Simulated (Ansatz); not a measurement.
# Work function of Cu(100): what the settings cost and change, part 2 of 2

How far do functional and pseudopotentials move the work function of Cu(100), and at what cost?

Ansatz 0.2.0; plane-wave DFT, PBE, Ansatz PAW (the session's first sound run).

So far, work function, upper face (eV): step 2 (run, setting PBE, Ansatz PAW (420 eV)) 4.54; step 5 (RPBE) 4.37; step 6 (r2SCAN) 4.54; step 7 (PBE JTH) 4.54; step 8 (PBE norm-conserving) 4.54.

## 9. Run

This step: plane-wave DFT, LDA, norm-conserving (Ansatz 0.2.0).

input.yaml reads:

```yaml
crystal:
  lattice:
    - [2.5526554801, 0.0, 0.0]
    - [0.0, 2.5526554801, 0.0]
    - [0.0, 0.0, 28.83]
  atoms:
    - { symbol: Cu, position: [0.0, 0.0, 0.3121748179] }
    - { symbol: Cu, position: [0.5, 0.5, 0.3747832119] }
    - { symbol: Cu, position: [0.0, 0.0, 0.437391606] }
    - { symbol: Cu, position: [0.5, 0.5, 0.5] }
    - { symbol: Cu, position: [0.0, 0.0, 0.562608394] }
    - { symbol: Cu, position: [0.5, 0.5, 0.6252167881] }
    - { symbol: Cu, position: [0.0, 0.0, 0.6878251821] }
kpoints:
  mp_grid: { grid: [16, 16, 1] }
hamiltonian:
  xc: lda
  pseudopotentials: { kind: nc }
scf:
  occupations: { method: fermi_dirac, width: 0.1 }
  convergence: { dr2_threshold: 1.0e-09 }
efield:
  axis: 3
  dipole_correction: true
  ramp_position: 0.97
  ramp_width: 0.06
output:
  write_potential: true
  write_density: true
  volumetric_format: npy
```

Launch:

```bash
$ ansatz run input.yaml --threads 4 --pin off --max-ram 6144MiB --backend cpu --events-out ev --progress --plain --runs-dir out
```

Numbers of over 12 decimals in the logs are rounded to 6 here.

Log:

```text
[...]
Crystal: 7 atoms, lattice volume = 187.858 Å³
Basis set: ecut = 1251.723767 eV, 19079 PW (Γ)
Bands: 80, of which v1, the nominal top of the filled ones, is band 67 counted from 1 (66 counted from 0)
Symmetry: 8 space group operations
k-points: 45 of 256
[...]
k-point 0: bands = [... 63 lower, 3.2306, 3.3135, 3.3135, 3.3233, 3.3245, 3.6095, 5.0774, 5.9493, ... 9 higher]
  k-point 1: bands = [... 63 lower, 3.1798, 3.2490, 3.2712, 3.3093, 3.3379, 3.8674, 5.2698, 6.1714, ... 9 higher]
  k-point 2: bands = [... 63 lower, 3.2176, 3.2230, 3.2745, 3.3061, 3.3284, 4.3345, 5.7488, 6.7408, ... 9 higher]
  k-point 44: bands = [... 63 lower, 6.5881, 6.5881, 7.6920, 7.6920, 9.1396, 9.1396, 10.8103, 10.8103, ... 9 higher]
[key lines of the parts left out:]
SCF converged after 9 iterations
Free energy (F): -36086.845940 eV
Fermi energy:    4.752057 eV
Dipole field:    D = 0.000000 V/Å  (p = 0.000000 e·Å, saw-weighted, corrected)
Work function:   Φ+ = 4.9175 eV   Φ− = 4.9175 eV
```

It took 3.2 min on 4 threads of Arm Neoverse N1, shared host; peak memory 3.5 GiB; 13 min of CPU time.

The work function is 4.917 eV, +0.377 eV from the run “PBE, Ansatz PAW (420 eV)”, at 3.2 times its CPU time.

## 10. Slab, setting PBE, all layers relaxed

This step: plane-wave DFT, PBE, Ansatz PAW (Ansatz 0.2.0).

input.yaml: that of step 9 with these lines changed.

```diff
@@ -16,4 +16,3 @@
 hamiltonian:
-  xc: lda
-  pseudopotentials: { kind: nc }
+  xc: pbe
 scf:
@@ -26,2 +25,5 @@
   ramp_width: 0.06
+relax:
+  f_tol: 0.01
+  max_steps: 40
 output:
```

Log:

```text
[...]
Crystal: 7 atoms, lattice volume = 187.858 Å³
Basis set: ecut = 420 eV, 3701 PW (Γ), exchange–correlation on 36×36×400 points (8 copies of the dense FFT grid, shifted against one another)
Bands: 80, of which v1, the nominal top of the filled ones, is band 67 counted from 1 (66 counted from 0)
Symmetry: 8 space group operations
k-points: 45 of 256
[...]
atoms:
    - { symbol: Cu, position: [-1.723601197587891e-18, 0.0, 0.311389] }
    - { symbol: Cu, position: [0.5, 0.5, 0.372875] }
    - { symbol: Cu, position: [-1.9128308462620354e-18, 0.0, 0.436520] }
    - { symbol: Cu, position: [0.5, 0.5, 0.500000] }
    - { symbol: Cu, position: [1.9128317093640775e-18, 0.0, 0.563480] }
    - { symbol: Cu, position: [0.5, 0.5, 0.627125] }
    - { symbol: Cu, position: [1.7235997141253373e-18, 0.0, 0.688611] }
[key lines of the parts left out:]
SCF converged after 11 iterations
Free energy (F): -46375.046649 eV
Fermi energy:    4.889869 eV
Dipole field:    D = -0.000000 V/Å  (p = -0.000000 e·Å, saw-weighted, corrected)
Work function:   Φ+ = 4.5237 eV   Φ− = 4.5237 eV
```

Run time: 2.3 min. Hardware: 4 threads; peak memory 0.85 GiB.

The relaxation took 3 steps and lowered the energy by 0.0097 eV; the largest force on the free atoms ends at 0.0022 eV/Å.

The work function is 4.524 eV, -0.017 eV from the run “PBE, Ansatz PAW (420 eV)”, at 2.2 times its CPU time.

## 11. The series together

Times are for 4 threads of Arm Neoverse N1, shared host. The series side by side:

```tsv
no.	setting	work function, upper face (eV)	time	memory (GiB)
1	PBE, Ansatz PAW (420 eV)	4.541	67 s	0.98
2	LDA, Ansatz PAW (420 eV)	4.901	63 s	0.98
3	PBEsol, Ansatz PAW (420 eV)	4.657	64 s	0.99
4	RPBE, Ansatz PAW (420 eV)	4.365	65 s	0.99
5	r2SCAN, Ansatz PAW (500 eV)	4.543	2.5 min	1.4
6	PBE, JTH PAW (1350 eV)	4.542	4.8 min	4.3
7	PBE, norm-conserving (1252 eV)	4.540	3.8 min	3.6
8	LDA, norm-conserving (1252 eV)	4.917	3.2 min	3.5
9	PBE, all layers relaxed	4.524	2.3 min	0.85
```

## 12. A changed input

This step: plane-wave DFT, PBE, Ansatz PAW, but for the change named below (Ansatz 0.2.0).

An input spoilt on purpose, to show how the run answers: it repeats the earlier run “PBE, Ansatz PAW (420 eV)” with magnetization.spin_polarized to many, and scf.max_iter set to 75; its output block differs too.

input.yaml: that of step 10 with these lines changed.

```diff
@@ -20,2 +20,3 @@
   convergence: { dr2_threshold: 1.0e-09 }
+  max_iter: 75
 efield:
@@ -25,5 +26,2 @@
   ramp_width: 0.06
-relax:
-  f_tol: 0.01
-  max_steps: 40
 output:
@@ -32 +30,3 @@
   volumetric_format: npy
+magnetization:
+  spin_polarized: many
```

Log:

```text
Error: YAML parse error: error: line 32 column 19: invalid boolean (strict mode expects true/false)
  --> <input>:32:19
   |
30 |   volumetric_format: npy
31 | magnetization:
32 |   spin_polarized: many
   |                   ^ invalid boolean (strict mode expects true/false)
```

It took 0.03 s on 4 threads; peak memory 0.022 GiB.

The program refused the input before any cycle.

The program's message: “Error: YAML parse error: error: line 32 column 19: invalid boolean (strict mode expects true/false)”

The fault put into the input: a value of the wrong type.

## 13. Outcome

```
work function, PBE, Ansatz PAW (420 eV)       : 4.541 eV
work function, LDA, Ansatz PAW (420 eV)       : 4.901 eV
work function, RPBE, Ansatz PAW (420 eV)      : 4.365 eV
work function, r2SCAN, Ansatz PAW (500 eV)    : 4.543 eV
work function, LDA, norm-conserving (1252 eV) : 4.917 eV
work function, PBE, all layers relaxed        : 4.524 eV
```

In words: PBE on the default files gives 4.54 eV, and the settings tried spread the value from 4.37 to 4.92 eV. At one geometry LDA lies 0.36 eV above PBE. The choice of pseudopotentials moves the PBE value by 0.002 eV. Relaxing the layers changes it by -0.017 eV. The ladder's slabs use the tabulated experimental lattice constant (two decimals; a low-temperature value for the alkali metals).

Computed beside measured:

| quantity | measured | PBE, Ansatz PAW (420 eV) | LDA, Ansatz PAW (420 eV) | PBEsol, Ansatz PAW (420 eV) | RPBE, Ansatz PAW (420 eV) | r2SCAN, Ansatz PAW (500 eV) | LDA, norm-conserving (1252 eV) | PBE, all layers relaxed |
| --- | --- | --- | --- | --- | --- | --- | --- | --- |
| work function (clean (100) face, a compiled value) (eV) | 4.73 | 4.54 (-0.19 eV) | 4.90 (+0.17 eV) | 4.66 (-0.07 eV) | 4.37 (-0.36 eV) | 4.54 (-0.19 eV) | 4.92 (+0.19 eV) | 4.52 (-0.21 eV) |

Measured values from arxiv:1902.07811 (2019).

Verdict: For the work function, of the levels listed nearest comes PBEsol, Ansatz PAW (420 eV) (-0.07 eV, good agreement) and farthest RPBE, Ansatz PAW (420 eV) (-0.36 eV, a clear miss). The grades are ours: good and fair within 3 and 7 % for the work function.

[Logs are printed without paths, hosts, clocks, repeated set-up lines and the standing remarks that a program may print on its own settings, such as how far it seeks lower states.]

[Hosts, paths, dates, database ids (printed as entryN), source tags and the programs' standing remarks are cut or masked in the printed files.]

[Maps of the electrostatic potential energy from Ansatz leave out the sawtooth potential of an applied field or a dipole correction, so their vacuum need not be flat; planar profiles and work functions include it.]
